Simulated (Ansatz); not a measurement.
# W (Tungsten, Im-3m): a volume series of phonon spectra

Aim: how the vibrations of W (Tungsten) shift with volume, and the expansion that follows.

Method: DFT PBEsol, scalar-relativistic, plane waves, PAW; PAW set soft_1, in Ansatz 0.2.0.

**1. The starting structure**

Symmetry: Im-3m, No. 229, cubic system. Conventional cell: a = 3.165 Å, b = 3.165 Å, c = 3.165 Å, α = 90.00°, β = 90.00°, γ = 90.00°. Nearest to W lie 8 W at 2.74 Å.

**2. A first coarse run**

Before spending time, one coarse run tells the gap and the pressure of the starting cell.

input.yaml reads:

```yaml
crystal:
  lattice:
    - [-1.582345, 1.582345, 1.582345]
    - [1.582345, -1.582345, 1.582345]
    - [1.582345, 1.582345, -1.582345]
  atoms:
    - { symbol: W, position: [0.0, 0.0, 0.0] }
kpoints:
  mp_grid: { grid: [8, 8, 8] }
hamiltonian:
  xc: pbesol
  pseudopotentials: { kind: paw, azcp: { folder: soft_1 }, xc_functional: pbe }
scf:
  occupations: { method: gaussian, width: 0.1 }
  lower_state_search: "off"
output:
  forces: true
  stress: true
  eigenvalues: true
```

The run is started by

```console
> ansatz run input.yaml --threads 8 --pin off --max-ram 16384MiB --backend cpu --events-out ev --progress --plain --runs-dir out
```

Numbers of over 12 decimals in the logs are rounded to 6 here.

Log:

```text
Engine: ansatz 0.2.0, aarch64-unknown-linux-gnu
Pseudopotentials: kind: paw
Pseudopotential: W, paw, valence charge 14, recommended cutoff 420 eV (normal), soft_1/W.paw.azcp
Functional definition: PBEsol
  exchange = pbesol_x
  correlation = pbesol_c
Crystal: 1 atoms, lattice volume = 15.848 Å³
Basis set: ecut = 420 eV, 321 PW (Γ), exchange–correlation on 40×40×40 points (8 copies of the dense FFT grid, shifted against one another)
Bands: 11, of which v1, the nominal top of the filled ones, is band 7 counted from 1 (6 counted from 0)
Symmetry: 48 space group operations
Space group: Im-3m (ITA 229), of the structure as read, at distance tolerance 2.5e-5 Å
k-points: 29 of 512
Non-local potential: W, projectors of the file, l = 0: 3, l = 1: 2, l = 2: 2, l = 3: 1
PAW form: soft (Blöchl's): semilocal exchange-correlation on the pseudo side does not see the compensation charge
PAW frozen core: W, regenerated for the run's functional, and the local potential with it (the file was generated under x = pbe(κ = 0.804, μ = 0.219515), c = pbe(β = 0.066725))
PAW one-centre angular grid: W, 590 points (default); XC on 64 Gauss nodes
Initial density: superposition of atomic densities (chi_scale 0.1, normalization cell)
Initial wavefunctions: pseudopotential atomic-orbital guess
Functional: x = pbesol(κ = 0.804, μ = 0.123457), c = pbesol(β = 0.046)
SCF iter   1: F=—  HF=-10257.801376 eV  |F-HF|=—  |Δ(HF+E_count)|=         —  Δρ=6.44e-2  dr2=5.51e-1  ethr=3.10e-3  ⟨swp⟩=5.0  Hψ=1667  notcnv=0
preconditioner: auto → none  [insulator: Δε(μ)=0.494 eV  Ē_g=9.276 eV  σ=0.100 eV  W_gap=1.00  n_scr=0 (ndim 8)  ℏωp=22.8 eV  f_vac=0.000  D(μ)=0.00/eV (n_scr^D=0)  ε∞_Penn≈7.1]
SCF iter   2: F=—  HF=-10257.591436 eV  |F-HF|=—  |Δ(HF+E_count)|=   2.10e-1  Δρ=2.35e-2  dr2=3.75e-2  ethr=3.10e-3  ⟨swp⟩=2.8  Hψ=761  notcnv=0  defer=4
SCF iter   3: F=—  HF=-10257.581493 eV  |F-HF|=—  |Δ(HF+E_count)|=   9.94e-3  Δρ=6.65e-3  dr2=2.14e-3  ethr=2.68e-4  ⟨swp⟩=2.6  Hψ=441  notcnv=0  defer=4
SCF iter   4: F=—  HF=-10257.581018 eV  |F-HF|=—  |Δ(HF+E_count)|=   4.75e-4  Δρ=2.04e-4  dr2=1.34e-6  ethr=1.53e-5  ⟨swp⟩=1.0  Hψ=315  notcnv=0  defer=4
SCF iter   5: F=—  HF=-10257.581016 eV  |F-HF|=—  |Δ(HF+E_count)|=   2.56e-6  Δρ=3.16e-5  dr2=4.17e-8  ethr=7.14e-10  ⟨swp⟩=6.1  Hψ=1596  notcnv=0
SCF iter   6: F=-10257.581016 eV  HF=-10257.581016 eV  |F-HF|=1.26e-10  |Δ(HF+E_count)|=   8.29e-9  Δρ=1.56e-6  dr2=1.77e-10  ethr=2.98e-10  ⟨swp⟩=2.0  Hψ=985  notcnv=0
SCF 1 converged in 6 iterations: F = -10257.581016 eV  dr2 = 1.77e-10
  greatest PAW one-centre occupation: 0.999 electrons in one spin orbital (limit 2), on the W atom at site 0 (counted from 0), in its partial waves of l = 0
SCF converged after 6 iterations
Free energy (F): -10257.581016 eV
Harris-Foulkes:  -10257.581016 eV  (|F-HF|=1.26e-10)
Internal energy: -10257.581014 eV  (E = F + TS)
E sigma→0 (E₀):  -10257.581015 eV
Entropy (-TS):   -0.000002 eV (-0.002 meV/atom)
Fermi energy:    22.027186 eV
--- Per-component energies (eV) ---
  E_band       = -86.307361
  E_kinetic    = 421.676259
  E_local      = -543.838969  (includes V_loc(G=0)·N_el)
  E_nonlocal   = -22.847756
  E_hartree    = 227.234191
  E_xc         = -265.979198
  E_vxc        = -231.199943  (∫ρ·V_xc dr)
  E_paw        = -8451.278870  (= ΣΔE_a)
  E_vpaw       = -164.565785  (= ΣTr[D̂ρ^β])
  E_aug_tail   = 0.000148  (compensation charges beyond the density's cutoff)
  E_ewald      = -1622.768677
  E_core_change = 0.221858  (= ΣΔE_core)
  E_smearing   = -0.000002  (= −TS)
  E_closure    = -0.000000  (closes the sum)
  Σ components = -10257.581016   (vs F -10257.581016, Δ=0.00e0)
--- Forces (eV/Å), atoms counted from 1 ---
  atom   1  W     -0.00000000    -0.00000000     0.00000000
  max |Σ_I F_I| component: 4.52e-32 eV/Å
--- Stress (GPa, compression-positive) ---
       -2.670297       0.000000       0.000000
       -0.000000      -2.670297       0.000000
       -0.000000       0.000000      -2.670297
  P = ⅓ Tr σ = -2.6703 GPa (-26.703 kbar)
--- Band table (eV; the first three rows and the last of 29) ---
  k-point 0: bands = [... 3 lower, -15.4081, 12.6022, 21.0146, 21.0146, 21.0146, 24.4830, 24.4830, 36.7697]
  k-point 1: bands = [... 3 lower, -15.4091, 13.3351, 20.5885, 20.8704, 21.7424, 23.9449, 24.5025, 37.3095]
  k-point 2: bands = [... 3 lower, -15.4117, 15.0258, 19.7027, 20.3973, 23.7948, 23.8677, 24.6820, 36.9991]
  k-point 28: bands = [... 3 lower, -16.3175, 16.3970, 16.3970, 27.4346, 27.4346, 27.4346, 30.5056, 30.5056]
```

The job ended after 0.31 s (8 threads of Arm Neoverse V1, shared host; peak memory 0.26 GiB).

Reading the cycles: dr2 is the Hartree energy of the density residual (eV), the measure of convergence; HF is the Harris–Foulkes estimate of the energy, which meets the free energy F at convergence.

This step gave:

| Property | Result |
| --- | --- |
| pressure | -2.670 GPa |
| volume per atom | 15.85 Å³/atom |
| gap on the k-mesh | 0 eV |

The start is under -2.7 GPa at this level and looks like a metal on this mesh.

**3. Finding the static equilibrium**

The vibrations must be taken about the equilibrium of this functional, not about the starting cell, so the structure is relaxed.

input.yaml, the sections that differ from step 2:

```yaml
kpoints:
  mp_grid: { grid: [18, 18, 18] }
output:
  forces: true
  stress: true
  eigenvalues: true
  write_density: true
  write_potential: true
  elf: true
  volumetric_format: npy
relax:
  adjacent_minimum: "off"
  f_tol: 0.005
  max_steps: 80
  cell: { stress_tol: 0.05 }
# crystal, hamiltonian, scf: as in step 2
```

Log:

```text
[...]
Crystal: 1 atoms, lattice volume = 15.848 Å³
Basis set: ecut = 420 eV, 321 PW (Γ), exchange–correlation on 40×40×40 points (8 copies of the dense FFT grid, shifted against one another)
Bands: 11, of which v1, the nominal top of the filled ones, is band 7 counted from 1 (6 counted from 0)
Symmetry: 48 space group operations
[...]
k-points: 195 of 5832
[...]
SCF iter   1: F=—  HF=-10257.798881 eV  |F-HF|=—  |Δ(HF+E_count)|=         —  Δρ=6.40e-2  dr2=5.60e-1  ethr=3.10e-3  ⟨swp⟩=5.0  Hψ=11174  notcnv=0
[...]
SCF iter   6: F=-10257.577684 eV  HF=-10257.577684 eV  |F-HF|=1.06e-10  |Δ(HF+E_count)|=   2.72e-9  Δρ=1.08e-6  dr2=1.50e-10  ethr=2.40e-10  ⟨swp⟩=4.4  Hψ=9828  notcnv=0
SCF 1 converged in 6 iterations: F = -10257.577684 eV  dr2 = 1.50e-10
[...]
relax step   1: F+E_penalty+E_count = -10257.57768418 eV  Δ(F+E_penalty+E_count) = +0.000e0 eV  max|allowed force component| = 0.000e0 eV/Å  Δτ_max = 0.0000 Å  P = -3.091 GPa  Ω = 15.848 Å³  (6 SCF iters, dr2 threshold 1.00e-7 eV, accepted)
Crystal: 1 atoms, lattice volume = 15.277 Å³
[...]
iter 1 solved again at ethr=4.10e-7 eV; its pass at ethr=3.10e-3 eV (dr2=5.74e-5 eV) is discarded
[...]
SCF iter   3: F=-10257.567502 eV  HF=-10257.567502 eV  |F-HF|=2.29e-9  |Δ(HF+E_count)|=   2.91e-5  Δρ=1.24e-5  dr2=7.52e-9  ethr=7.14e-10  ⟨swp⟩=6.5  Hψ=11313  notcnv=0
SCF 2 converged in 3 iterations: F = -10257.567502 eV  dr2 = 7.52e-9
relax step   2: F+E_penalty+E_count = -10257.56750209 eV  Δ(F+E_penalty+E_count) = +1.018e-2 eV  max|allowed force component| = 0.000e0 eV/Å  Δτ_max = 0.0000 Å  P = +9.360 GPa  Ω = 15.277 Å³  energy of the carried Pulay correction = +2.873e-4 eV  (3 SCF iters, dr2 threshold 1.00e-7 eV, rejected (line search))
Crystal: 1 atoms, lattice volume = 15.702 Å³
[...]
SCF iter   6: F=-10257.579234 eV  HF=-10257.579234 eV  |F-HF|=1.82e-12  |Δ(HF+E_count)|=  3.64e-12  Δρ=6.16e-8  dr2=2.82e-13  ethr=1.00e-12  ⟨swp⟩=4.1  Hψ=7068  notcnv=0
SCF 3 converged in 6 iterations: F = -10257.579234 eV  dr2 = 2.82e-13
relax step   3: F+E_penalty+E_count = -10257.57923357 eV  Δ(F+E_penalty+E_count) = -1.549e-3 eV  max|allowed force component| = 0.000e0 eV/Å  Δτ_max = 0.0000 Å  P = -0.135 GPa  Ω = 15.702 Å³  energy of the carried Pulay correction = +7.233e-5 eV  (6 SCF iters, accepted)
[...]
relax step   4: F+E_penalty+E_count = -10257.57923956 eV  Δ(F+E_penalty+E_count) = -5.989e-6 eV  max|allowed force component| = 0.000e0 eV/Å  Δτ_max = 0.0000 Å  P = +0.002 GPa  Ω = 15.695 Å³  energy of the carried Pulay correction = +7.561e-5 eV  (2 SCF iters, dr2 threshold 4.53e-8 eV, accepted)
[...]
SCF iter   4: F=-10257.579165 eV  HF=-10257.579165 eV  |F-HF|=3.64e-12  |Δ(HF+E_count)|=  7.28e-12  Δρ=1.38e-7  dr2=6.39e-13  ethr=1.00e-12  ⟨swp⟩=4.9  Hψ=7400  notcnv=0
SCF 5 converged in 4 iterations: F = -10257.579165 eV  dr2 = 6.39e-13
relax step   5: F+E_penalty+E_count = -10257.57916467 eV  Δ(F+E_penalty+E_count) = +7.489e-5 eV  max|allowed force component| = 0.000e0 eV/Å  Δτ_max = 0.0000 Å  P = +0.001 GPa  Ω = 15.695 Å³  stress off target by 8.47e-4 GPa  SCF on the basis re-selected at this cell (its energy is not comparable with the rows above)  (4 SCF iters)
basis re-selected at this cell: Δ(F+E_penalty+E_count) = +7.489e-5 eV, ΔP = -0.002 GPa vs the last step (what re-selecting the basis moved, of the pressure what is left beyond the Pulay correction that the steps carried, after the strain that the cell walked since its last selection, with what the two solves' SCF thresholds leave and, on support functions, any second-order correction that the steps lacked; it is no measure of the basis error at this ecutwfc). This SCF's stress stands 8.47e-4 GPa from its target on what of the cell is left free (relax.cell.stress_tol is 5.00e-2 GPa) and its largest allowed force component is 0.00e0 eV/Å (relax.f_tol is 5.00e-3 eV/Å): [rest of the remark cut]
SCF converged after 4 iterations
Free energy (F): -10257.579165 eV
[...]
Internal energy: -10257.575739 eV  (E = F + TS)
E sigma→0 (E₀):  -10257.577452 eV
Entropy (-TS):   -0.003426 eV (-3.426 meV/atom)
Fermi energy:    22.494046 eV
[...]
--- Stress (GPa, compression-positive) ---
        0.000847      -0.000000      -0.000000
        0.000000       0.000847       0.000000
       -0.000000       0.000000       0.000847
  P = ⅓ Tr σ = 0.0008 GPa (0.008 kbar)
--- Band table (eV; the first three rows and the last of 195) ---
  k-point 0: bands = [... 3 lower, -15.1342, 12.7941, 21.2417, 21.2417, 21.2417, 24.7532, 24.7532, 37.0371]
  k-point 1: bands = [... 3 lower, -15.1345, 12.9465, 21.1490, 21.2219, 21.3890, 24.6026, 24.7545, 37.1675]
  k-point 2: bands = [... 3 lower, -15.1351, 13.3861, 20.8929, 21.1344, 21.8261, 24.2813, 24.7659, 37.4966]
  k-point 194: bands = [... 3 lower, -16.0718, 16.5652, 16.5652, 27.7497, 27.7497, 27.7497, 30.8290, 30.8290]
--- Relaxed structure (4 steps of the walk, 3 accepted, 1 SCFs on fresh bases) ---
  F+E_penalty+E_count = -10257.57916467 eV   max|allowed force component| = 0.000e0 eV/Å   (the final SCF, on the basis selected at the relaxed cell)
  cell:  # Å, volume = 15.6954 Å³
    - [-1.577263, 1.577263, 1.577263]
    - [1.577263, -1.577263, 1.577263]
    - [1.577263, 1.577263, -1.577263]
  atoms:
    - { symbol: W, position: [0.0, 0.0, 0.0] }
```

Wall time 2 s (8 threads); peak memory 0.33 GiB.

Step by step:

| step | energy less that of the first step (eV) | largest force component (eV/Å) | pressure (GPa) | volume (Å³) |
| --- | --- | --- | --- | --- |
| 1 | 0.0000 | 0.0000 | -3.09 | 15.85 |
| 2 | 0.0102 | 0.0000 | 9.36 | 15.28 |
| 3 | -0.0016 | 0.0000 | -0.13 | 15.70 |
| 4 | -0.0016 | 0.0000 | 0.00 | 15.70 |
| 5* | -0.0015 | 0.0000 | 0.00 | 15.70 |

Relaxation steps marked * repeat the geometry before them on a plane-wave basis chosen anew for their cell, so energy and pressure can jump there. Relaxation step 2 was tried and not accepted.

| conventional cell, symmetrised | before | after | change |
| --- | --- | --- | --- |
| a (Å) | 3.165 | 3.155 | -0.3 % |
| b (Å) | 3.165 | 3.155 | -0.3 % |
| c (Å) | 3.165 | 3.155 | -0.3 % |
| volume (Å³/atom) | 15.85 | 15.70 | -1.0 % |

Final coordinates:

```
W
1.0
    -1.57726    1.57726    1.57726
     1.57726   -1.57726    1.57726
     1.57726    1.57726   -1.57726
W
1
Direct
  0.00000 0.00000 0.00000
```

This step gave:

| Quantity | Value |
| --- | --- |
| pressure | 8.47e-4 GPa |
| volume per atom | 15.70 Å³/atom |

ELF in the ac plane of the conventional cell at fractional y = 0.000, with atoms of W within 0.2 Å of it. It is the smooth field of the valence electrons, not physical close to the nuclei.

Values, 14 rows by 14 columns, each cell a mean:
```
0.31 0.48 0.64 0.51 0.26 0.20 0.31 0.38 0.28 0.19 0.32 0.57 0.63 0.45
0.58 0.63 0.64 0.46 0.25 0.25 0.37 0.43 0.34 0.22 0.29 0.52 0.67 0.63
0.58 0.56 0.48 0.34 0.27 0.34 0.44 0.48 0.42 0.30 0.26 0.37 0.52 0.57
0.32 0.32 0.29 0.28 0.33 0.42 0.47 0.49 0.47 0.39 0.30 0.26 0.29 0.32
0.17 0.20 0.25 0.33 0.41 0.46 0.46 0.47 0.46 0.45 0.39 0.30 0.22 0.19
0.26 0.29 0.37 0.43 0.47 0.45 0.42 0.41 0.43 0.46 0.47 0.42 0.34 0.28
0.37 0.39 0.45 0.49 0.49 0.45 0.40 0.39 0.41 0.47 0.49 0.48 0.43 0.38
0.29 0.33 0.40 0.46 0.48 0.45 0.41 0.40 0.42 0.46 0.47 0.44 0.37 0.31
0.18 0.21 0.27 0.37 0.44 0.46 0.45 0.45 0.45 0.46 0.42 0.34 0.25 0.20
0.25 0.25 0.25 0.27 0.35 0.44 0.48 0.49 0.47 0.41 0.33 0.27 0.25 0.26
0.52 0.50 0.42 0.30 0.27 0.37 0.46 0.49 0.43 0.33 0.28 0.34 0.46 0.51
0.62 0.65 0.61 0.42 0.25 0.27 0.40 0.45 0.37 0.25 0.29 0.48 0.64 0.64
0.39 0.55 0.65 0.50 0.25 0.21 0.33 0.39 0.29 0.20 0.32 0.56 0.63 0.48
0.12 0.39 0.62 0.52 0.25 0.18 0.29 0.37 0.26 0.17 0.32 0.58 0.58 0.31
```
Columns run along a (3.2 Å), rows up along c (3.2 Å), edges of the conventional cell, whose origin can differ from the input's. Atoms in or near the plane, at fractional coordinates: W at (0.00, 0.00).

Valence density in the ac plane of the conventional cell at fractional y = 0.000, with atoms of W within 0.2 Å of it. It is the smooth field of the valence electrons, not physical close to the nuclei.

Ten even steps from '_' (0.3 e/Å³) to '@' (5.7 e/Å³), each cell a mean:
```
@@@@##--____________..==%%@@
@@%%++::______________--**%%
++==::..______________..--==
....______________________..
____________________________
____________________________
____________________________
____________________________
____________________________
..__________________________
----..________________..::--
%%##==..______________::++##
@@@@##--____________..==%%@@
@@@@%%--..__________..++@@@@
```
Columns run along a (3.2 Å), rows up along c (3.2 Å), edges of the conventional cell, whose origin can differ from the input's. Atoms in or near the plane, at fractional coordinates: W at (0.00, 0.00).

Electrostatic potential energy in the ac plane of the conventional cell at fractional y = 0.000, with atoms of W within 0.2 Å of it. With pseudopotentials it is smooth inside the atoms' cores, unlike the true potential.

Ten even steps from '0' (-24 eV) to '9' (23 eV), each cell a mean:
```
00025899974100
00136899985200
11358999997521
44689999998754
77899999999987
99999999999999
99999999999999
99999999999999
88999999999988
55789999999865
12468999998532
00147999986310
00025899974100
00015899974100
```
Columns run along a (3.2 Å; values clipped at the 3rd and 97th percentile), rows up along c (3.2 Å), edges of the conventional cell, whose origin can differ from the input's. Atoms in or near the plane, at fractional coordinates: W at (0.00, 0.00).

The relaxation ends with a pressure of 0.00 GPa.

**4. Relaxing to small residual forces and stress**

The relaxation is repeated with tighter thresholds on force and stress, since phonons are sensitive to what is left; a change of mesh or smearing in the input moves the cell too.

input.yaml reads:

```yaml
crystal:
  lattice:
    - [-1.5772634999, 1.5772634999, 1.5772634999]
    - [1.5772634999, -1.5772634999, 1.5772634999]
    - [1.5772634999, 1.5772634999, -1.5772634999]
  atoms:
    - { symbol: W, position: [0.0, 0.0, 0.0] }
kpoints:
  mp_grid: { grid: [20, 20, 20] }
hamiltonian:
  xc: pbesol
  pseudopotentials: { kind: paw, azcp: { folder: soft_1 }, xc_functional: pbe }
scf:
  occupations: { method: methfessel_paxton, width: 0.2 }
  lower_state_search: "off"
output:
  forces: true
  stress: true
  eigenvalues: true
relax:
  adjacent_minimum: "off"
  f_tol: 0.001
  max_steps: 60
  cell: { stress_tol: 0.01 }
```

Log:

```text
[...]
Crystal: 1 atoms, lattice volume = 15.695 Å³
Basis set: ecut = 420 eV, 321 PW (Γ), exchange–correlation on 40×40×40 points (8 copies of the dense FFT grid, shifted against one another)
Bands: 11, of which v1, the nominal top of the filled ones, is band 7 counted from 1 (6 counted from 0)
Symmetry: 48 space group operations
[...]
k-points: 256 of 8000
[...]
k-point 255: bands = [... 3 lower, -16.0767, 16.5665, 16.5665, 27.7475, 27.7475, 27.7475, 30.8327, 30.8327]
--- Relaxed structure (3 steps of the walk, 2 accepted, 1 SCFs on fresh bases) ---
[...]
cell:  # Å, volume = 15.6931 Å³
    - [-1.577187, 1.577187, 1.577187]
    - [1.577187, -1.577187, 1.577187]
    - [1.577187, 1.577187, -1.577187]
  atoms:
    - { symbol: W, position: [0.0, 0.0, 0.0] }
[key lines of the parts left out:]
SCF converged after 3 iterations
Free energy (F): -10257.586213 eV
Fermi energy:    22.558439 eV
P = ⅓ Tr σ = -0.0003 GPa (-0.003 kbar)
```

Run time: 1.9 s. Hardware: 8 threads; peak memory 0.34 GiB.

Little changed from the start: no atom moved by 0.005 Å and no cell edge by 0.1 %.

This step gave:

* pressure: -2.71e-4 GPa
* volume per atom: 15.69 Å³/atom

The residual pressure is -2.7e-4 GPa, small enough for phonons.

(Continued in part 2 of 3.)

[Logs are printed without paths, hosts, clocks, repeated set-up lines and the standing remarks that a program may print on its own settings, such as how far it seeks lower states.]

[Hosts, paths, dates, database ids (printed as entryN), source tags and the programs' standing remarks are cut or masked in the printed files.]

[A step with changed settings may run another functional than the one named; its input shows which.]

[Of the runs on displaced cells, only some may be shown.]
